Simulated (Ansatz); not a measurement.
# 1T-CrSeTe monolayer in a perpendicular field

Wanted: the out-of-plane response of the 1T-CrSeTe monolayer. A positive field points along +c.

Program: Ansatz 0.2.0. Level of theory: plane-wave DFT, PBE-D3(BJ), Ansatz PAW. Results are calculated unless marked as measured.

This is a report of a sequence of runs, with most program output left out.

## (1) The structure

The cell holds 3 atoms: 1 Te, 1 Cr and 1 Se. Its edges and angles: a = 3.450 Å, b = 3.450 Å, c = 37.412 Å, α = 90.0°, β = 90.0°, γ = 120.0°. Vacuum lies along c.

## (2) Relaxing the slab

The starting cell is a guess, so the in-plane lattice and the atoms are relaxed first, with the slab cut off from its images along the normal.

input.yaml

```yaml
crystal:
  lattice:
    - [3.45, 0.0, 0.0]
    - [-1.725, 2.9877876431, 0.0]
    - [0.0, 0.0, 37.4116783408]
  atoms:
    - { symbol: Te, position: [0.6666666667, 0.3333333333, 0.4570765269] }
    - { symbol: Cr, position: [0.0, 0.0, 0.5038365676], spin: 3.0 }
    - { symbol: Se, position: [0.3333333333, 0.6666666667, 0.5429234731] }
  periodic: [true, true, false]
magnetization:
  spin_polarized: true
kpoints:
  mp_grid: { grid: [12, 12, 1] }
hamiltonian:
  xc: pbe
  dispersion: d3bj
scf:
  occupations: { method: fermi_dirac, width: 0.05 }
  convergence: { dr2_threshold: 1.0e-09 }
relax:
  f_tol: 0.004
  max_steps: 90
  cell: {}
output:
  write_potential: true
  write_density: true
  volumetric_format: npy
```

On the command line:

```console
$ ansatz run input.yaml --threads 2 --pin off --max-ram 3072MiB --backend cpu --events-out ev --progress --plain --runs-dir out
```

The job ended after 2.5 min (2 threads of Intel Xeon 6975P-C (Granite Rapids), shared host; peak memory 0.88 GiB).

Relaxation path:

```
step  energy less that of the first step (eV)  largest force component (eV/Å)  volume (Å³)
   1                                   0.0000                          2.3506       385.63
   2                                  -0.0137                          1.0554       411.39
   3                                  -0.1363                          0.7137       412.62
   4                                  -0.1830                          0.6036       409.35
   5                                  -0.2152                          0.1520       405.16
   6                                  -0.2200                          0.0531       401.45
   7                                  -0.2219                          0.0243       396.99
   8                                  -0.2220                          0.0012       396.66
  9*                                  -0.2224                          0.0011       396.66
```

Relaxation steps marked * repeat the geometry before them on a plane-wave basis chosen anew for their cell, so energy and pressure can jump there.

Forces are held to the 6 operations that the run works with; a distortion that breaks them can't arise in this run.

```
cell as run  before  after  change
      a (Å)   3.450  3.499  +1.4 %
      b (Å)   3.450  3.499  +1.4 %
```

The atoms that moved most (Å, along periodic axes as changes of fractional coordinates times the final cell, across vacuum about the mean position):

```
atom     dx     dy      dz  length
 Cr2  0.000  0.000   0.068   0.068
 Se3  0.000  0.000  -0.035   0.035
 Te1  0.000  0.000  -0.033   0.033
```

Final coordinates:

```xyz
3
Lattice="3.4990 0.0000 0.0000 -1.7495 3.0302 0.0000 0.0000 0.0000 37.4117" Properties=species:S:1:pos:R:3
Te    1.7495    1.0101   17.0673
Cr    0.0000    0.0000   18.9169
Se    0.0000    2.0201   20.2769
```

Numbers from this step:

```yaml
energy_at_zero_smearing: -15828.8126 eV
total_moment: 2.402 μB
site_moments: -0.1320, 2.451, -0.1090 μB
```

Site moment by atom:

```
atom  site moment (μB)
 Te1             -0.13
 Cr2              2.45
 Se3             -0.11
```

The lattice constant a goes from 3.450 to 3.499 Å.

## (3) Atoms held, field 0

A sawtooth potential applies the field, turning back in the middle of the vacuum. With the dipole correction the typed value is the field outside the slab. The induced dipole is small, so the SCF threshold is tight.

The cell differs from the one that the last finished run ended in (c 37.412 → 21.210 Å).

input.yaml

```yaml
crystal:
  lattice:
    - [3.4989728817, 0.0, 0.0]
    - [-1.7494864409, 3.0301994027, 0.0]
    - [0.0, 0.0, 21.2095548121]
  atoms:
    - { symbol: Te, position: [0.6666666667, 0.3333333333, 0.4243370537], spin: -0.13 }
    - { symbol: Cr, position: [0.0, 0.0, 0.5115427309], spin: 2.45 }
    - { symbol: Se, position: [0.3333333333, 0.6666666667, 0.5756629463], spin: -0.11 }
magnetization:
  spin_polarized: true
kpoints:
  mp_grid: { grid: [18, 18, 1] }
  band_path:
    path: [[0, 0, 0], [0.5, 0, 0], [0.33333333, 0.33333333, 0], [0, 0, 0]]
    npoints: 16
hamiltonian:
  xc: pbe
  dispersion: d3bj
scf:
  occupations: { method: fermi_dirac, width: 0.02585 }
  convergence: { dr2_threshold: 1.0e-10 }
efield:
  axis: 3
  dipole_correction: true
  ramp_position: 0.97
  ramp_width: 0.06
  amplitude: 0
output:
  dos: { projected: true, e_range: [-6, 5] }
  write_potential: true
  write_density: true
  volumetric_format: npy
  elf: true
```

Run time: 29 s. Hardware: 2 threads; peak memory 0.86 GiB; 55 s of CPU time.

Numbers from this step:

| Property | Result |
| --- | --- |
| energy at zero smearing | -15828.8112 eV |
| total moment | 2.451 μB |
| site moments | -0.1206, 2.472, -0.1071 μB |
| work function, upper face | 5.335 eV |
| work function, lower face | 4.909 eV |
| dipole along the normal | -0.02500 e·Å |
| step between the vacuum levels | 0.4266 eV |

Running mean over a fixed 2.5 Å (it still follows the layers) of the planar mean; the ramp of the sawtooth is left out. Electron's electrostatic potential energy less the Fermi level against z:

```
z (Å)  electron's electrostatic potential energy less the Fermi level (eV)
  3.0                                                                 4.91
  3.5                                                                 4.91
  4.0                                                                 4.91
  4.5                                                                 4.91
  5.0                                                                 4.90
  5.5                                                                 4.89
  6.0                                                                 4.84
  6.5                                                                 4.61
  7.0                                                                 3.71
  7.5                                                                 2.19
  8.0                                                                 1.15
  8.5                                                               -0.469
  9.0                                                                -1.94
  9.5                                                                -3.33
 10.0                                                                -4.38
 10.5                                                                -5.63
 11.0                                                                -5.84
 11.5                                                                -5.74
 12.0                                                                -4.31
 12.5                                                                -1.89
 13.0                                                                0.462
 13.5                                                                 2.41
 14.0                                                                 4.09
 14.5                                                                 5.04
 15.0                                                                 5.27
 15.5                                                                 5.32
 16.0                                                                 5.33
 16.5                                                                 5.33
 17.0                                                                 5.34
 17.5                                                                 5.34
 18.0                                                                 5.34
```

The density of states has structure finer than the step of the table below, so its rows give means over 0.25 eV, whole bins alone (the curve runs from -6 to 1.99 eV). Peaks (eV: height): total -4.260: 6.56, -2.940: 5.45, -2.500: 5.61, -1.780: 5.27, -1.370: 5.29, -0.460: 11.8, 1.940: 5.56; up -4.260: 5.08, -2.990: 3.57, -2.500: 4.14, -1.370: 3.77, -0.710: 4.37, -0.460: 11.3, -0.240: 4.18; down -4.100: 3.00, -2.140: 2.70, -2.000: 3.24, -1.860: 3.18, -1.700: 2.81, 1.390: 2.57, 1.940: 4.78.

Table of density of states by energy, zero at the Fermi level; means over each step; values in states/eV a cell:

```
energy (eV)  total     up   down
      -5.75      0      0      0
      -5.50  0.208  0.208      0
      -5.25  0.684  0.424  0.260
      -5.00  0.897  0.481  0.416
      -4.75   1.37  0.900  0.468
      -4.50   2.20   1.19   1.01
      -4.25   3.93   2.37   1.57
      -4.00   2.53  0.806   1.72
      -3.75   2.01   1.03  0.978
      -3.50   1.14  0.464  0.672
      -3.25   2.05   1.58  0.469
      -3.00   3.30   2.25   1.05
      -2.75   3.08   1.55   1.54
      -2.50   3.71   2.24   1.48
      -2.25   2.75   1.41   1.34
      -2.00   4.09   1.76   2.33
      -1.75   4.16   1.83   2.34
      -1.50   3.19   1.86   1.33
      -1.25   3.26   1.58   1.68
      -1.00   1.64  0.998  0.640
      -0.75   2.93   2.39  0.546
      -0.50   3.25   2.66  0.593
      -0.25   3.10   2.71  0.387
       0.00   1.41   1.11  0.301
       0.25  0.957  0.719  0.238
       0.50  0.783  0.592  0.191
       0.75  0.744  0.480  0.264
       1.00   1.21  0.361  0.846
       1.25   2.61   1.22   1.39
       1.50   2.64   1.19   1.45
       1.75   1.67   1.15  0.519
```

Projected DOS per atom over height of the atomic layer and energy from the Fermi level. Layers: Te Cr Se from below.

Ten even steps from '_' (0.00 states/eV) to '@' (2.14 states/eV), each cell a mean:
```
::%%..
..%%::
..==..
....__
....__
::--..
--@@..
::**::
----::
++**--
##**++
====++
::****
==++**
::::--
::..--
==::++
++::**
::..::
..__..
______
______
```
Columns: height of the atomic layer (Å) from 9 to 12.2 (not evenly spaced); rows upwards: energy from the Fermi level (eV) from -5.96 to 1.96.

Projected DOS per atom, spin up over height of the atomic layer and energy from the Fermi level. Layers: Te Cr Se from below.

Ten even steps from '_' (0.00 states/eV) to '@' (2.02 states/eV), each cell a mean:
```
..::..
..::..
__....
______
....__
..--__
..@@..
..**::
__--__
::++..
----..
--::..
..++--
..==--
..::::
__....
::....
--..==
......
______
______
______
```
Columns: height of the atomic layer (Å) from 9 to 12.2 (not evenly spaced); rows upwards: energy from the Fermi level (eV) from -5.96 to 1.96.

Projected DOS per atom, spin down over height of the atomic layer and energy from the Fermi level. Layers: Te Cr Se from below.

Ten even steps from '_' (0.00 states/eV) to '@' (1.45 states/eV), each cell a mean:
```
::@@__
__@@__
__++__
__..__
______
..____
..____
::____
--__::
==..--
++==**
::::++
::::==
--..==
____::
::__..
==..++
--..==
..____
..____
______
______
```
Columns: height of the atomic layer (Å) from 9 to 12.2 (not evenly spaced); rows upwards: energy from the Fermi level (eV) from -5.96 to 1.96.

Deep bands are left out, so band numbers here count from the lowest band kept and differ from the log's. Electronic bands along the path, in eV, zero at the Fermi level; # counts the bands kept:

```
  point  up #6  up #7  up #8  up #9  down #4  down #5  down #6  down #7
      Γ  -1.17  -0.38   1.55   1.55    -1.68     1.27     1.27     1.60
halfway  -1.37  -0.76  -0.03   0.82    -1.77    -1.20     0.00     1.14
      M  -1.12  -0.80  -0.40  -0.34    -1.98    -1.93    -0.51     0.80
halfway  -2.06  -0.72  -0.46  -0.24    -2.35    -1.92    -1.81     1.38
      K  -2.33  -0.72  -0.38  -0.35    -3.05    -1.97    -1.90     1.80
halfway  -1.39  -0.80  -0.23   0.46    -2.03    -1.21    -0.92     1.39
      Γ  -1.17  -0.38   1.55   1.55    -1.68     1.27     1.27     1.60
```

Spin density in the ca plane at fractional y = 0.000, with atoms of Cr within 0.2 Å of it.

Ten even steps from '0' (0.0 e/Å³) to '9' (3.4 e/Å³), each cell a mean:
```
00000000000000000003651000000000000000000000
00000000000000000000110000000000000000000000
00000000000000000000000000000000000000000000
00000000000000000000000000000000000000000000
00000000000000000000000000000000000000000000
00000000000000000000000000000000000000000000
00000000000000000000000000000000000000000000
00000000000000000001320000000000000000000000
00000000000000000014972000000000000000000000
```
Columns run along c (16.0 Å, from fractional 0.17 to 0.92 of the cell), rows up along a (3.5 Å). Atoms in or near the plane, at fractional coordinates: Cr at (0.51, 0.00).

Valence density in the ca plane at fractional y = 0.000, with atoms of Cr within 0.2 Å of it. It is the smooth field of the valence electrons, not physical close to the nuclei.

Ten steps, logarithmic in the rise over the least value, from '0' (0 e/Å³) to '9' (18 e/Å³), each cell a mean:
```
00000000000000000001112689731000000000000000
00000000000000000011112355321100000000000000
00000000000000000112221122222110000000000000
00000000000000000122221111122211000000000000
00000000000000000122221111122211000000000000
00000000000000000122221111222210000000000000
00000000000000000011111233221110000000000000
00000000000000000001112477521100000000000000
00000000000000000000113699731000000000000000
```
Columns run along c (16.0 Å, from fractional 0.09 to 0.85 of the cell), rows up along a (3.5 Å). Atoms in or near the plane, at fractional coordinates: Cr at (0.51, 0.00).

Electrostatic potential energy in the ca plane at fractional y = 0.000, with atoms of Cr within 0.2 Å of it. With pseudopotentials it is smooth inside the atoms' cores, unlike the true potential.

Ten even steps from '0' (-28 eV) to '9' (5 eV), each cell a mean:
```
99999999999999999999985000048999999999999999
99999999999999999988887300268999999999999999
99999999999999999887778766778889999999999999
99999999999999999864468888876789999999999999
99999999999999999864368898876689999999999999
99999999999999999876578888877789999999999999
99999999999999999988887633578899999999999999
99999999999999999999886100058999999999999999
99999999999999999999984000038999999999999999
```
Columns run along c (16.0 Å, from fractional 0.09 to 0.85 of the cell; values clipped at the 3rd and 97th percentile), rows up along a (3.5 Å). Atoms in or near the plane, at fractional coordinates: Cr at (0.51, 0.00).

The work function of the upper face is 5.34 eV.

## (4) Atoms held, field 0.1 V/Å

Changes to input.yaml since step 3:

```diff
@@ -27,5 +27,4 @@
   ramp_width: 0.06
-  amplitude: 0
+  amplitude: 0.1
 output:
-  dos: { projected: true, e_range: [-6, 5] }
   write_potential: true
@@ -33,2 +32 @@
   volumetric_format: npy
-  elf: true
```

Wall time 28 s (2 threads); peak memory 0.88 GiB.

The dipole is 0.00841 e·Å, 0.0334 e·Å from its value without field.

## (5) Atoms held, field -0.1 V/Å

Changes to input.yaml since step 4:

```diff
@@ -27,3 +27,3 @@
   ramp_width: 0.06
-  amplitude: 0.1
+  amplitude: -0.1
 output:
```

Run time: 28 s. Hardware: 2 threads; peak memory 0.87 GiB; 53 s of CPU time.

The dipole is -0.0584 e·Å, -0.0334 e·Å from its value without field.

## (6) Response, atoms held

This step: plane-wave DFT, PBE-D3(BJ), Ansatz PAW; response to a field along the normal, atoms held (Ansatz 0.2.0).

The dipoles give the slope, and the difference of two potentials shows where the field is screened.

Numbers from this step:

```
equivalent conductor thickness p/(ε₀AE) : 5.700 Å
distance between the outer atoms        : 3.210 Å
```

Table of dipole of the cell by applied field:

```
applied field (V/Å)  dipole of the cell (e·Å)
            -0.1000                   -0.0584
             0.0000                   -0.0250
             0.1000                   0.00841
```

The total moment stays at 2.45 μB for applied field from -0.1 to 0.1 V/Å.

Local field over the applied field, running mean. From the potentials at -0.1 and 0.1 V/Å; running mean over 2.5 Å. Local field over applied field against z:

```
z (Å)  local field over applied field
 4.12                           0.999
 4.42                           0.997
 4.86                           0.993
 5.16                           0.987
 5.60                           0.970
 5.89                           0.947
 6.19                           0.911
 6.63                           0.821
 6.92                           0.736
 7.22                           0.638
 7.66                           0.484
 7.95                           0.381
 8.40                           0.235
 8.69                           0.152
 8.98                          0.0909
 9.43                          0.0457
 9.72                          0.0348
10.02                          0.0277
10.46                          0.0211
10.75                          0.0239
11.19                          0.0394
11.49                          0.0540
11.78                          0.0761
12.22                           0.146
12.52                           0.221
12.81                           0.315
13.26                           0.470
13.55                           0.574
13.99                           0.726
14.29                           0.815
14.58                           0.884
15.02                           0.948
15.32                           0.971
15.61                           0.984
16.05                           0.994
16.35                           0.997
16.79                           0.999
17.09                           0.999
```

Electrons, planar mean, per unit field. The induced electron density by z:

```
z (Å)  induced electron density (e/Å³ per V/Å)
 4.12                                   5.9e-6
 4.57                                   1.6e-5
 5.01                                   4.2e-5
 5.45                                   1.1e-4
 5.89                                   2.6e-4
 6.33                                   6.0e-4
 6.78                                  0.00128
 7.22                                  0.00244
 7.66                                  0.00347
 8.10                                  0.00257
 8.54                                   7.8e-4
 8.98                                   6.7e-4
 9.43                                   4.9e-4
 9.87                                  -2.3e-4
10.31                                  -8.5e-4
10.90                                   3.2e-4
11.34                                   4.8e-4
11.78                                  -6.6e-4
12.22                                  -5.6e-4
12.67                                 -0.00155
13.11                                 -0.00357
13.55                                 -0.00312
13.99                                 -0.00172
14.43                                  -7.9e-4
14.88                                  -3.3e-4
15.32                                  -1.3e-4
15.76                                  -5.1e-5
16.20                                  -1.9e-5
16.64                                  -6.8e-6
17.09                                  -2.5e-6
```

By hand: between -0.1 and 0.1 V/Å the dipole changes by 0.06679 e·Å, a slope of 0.3340 e·Å²/V. A perfect conductor of thickness t has p = ε₀AEt, so t = 180.95 × 0.3340 / 10.603 = 5.70 Å (e/ε₀ = 180.95 V·Å, A in Å²).

The induced dipole is that of a conductor 5.70 Å thick.

## (7) What came out

```yaml
gap_without_field: none
work_function_upper_face: 5.34 eV
step_between_the_vacuum_levels: 0.427 eV
equivalent_conductor_thickness_atoms_held: 5.70 Å
```

In words: The induced dipole equals that of a perfect conductor 5.70 Å thick, while the outer atoms lie 3.21 Å apart. The two faces differ: the vacuum level above lies 0.43 eV higher than the one below. There is no gap over 0.03 eV, with or without the field. For an open d or f shell that can be the fault of a semilocal functional without a Hubbard term. The magnetic order is the one reached from the typed start; other orders were not compared. Spin-orbit coupling is left out, which matters for the bands of elements this heavy.

[Logs are printed without paths, hosts, clocks, repeated set-up lines and the standing remarks that a program may print on its own settings, such as how far it seeks lower states.]

[Hosts, paths, dates, database ids (printed as entryN), source tags and the programs' standing remarks are cut or masked in the printed files.]

[Maps of the electrostatic potential energy from Ansatz leave out the sawtooth potential of an applied field or a dipole correction, so their vacuum need not be flat; planar profiles and work functions include it.]
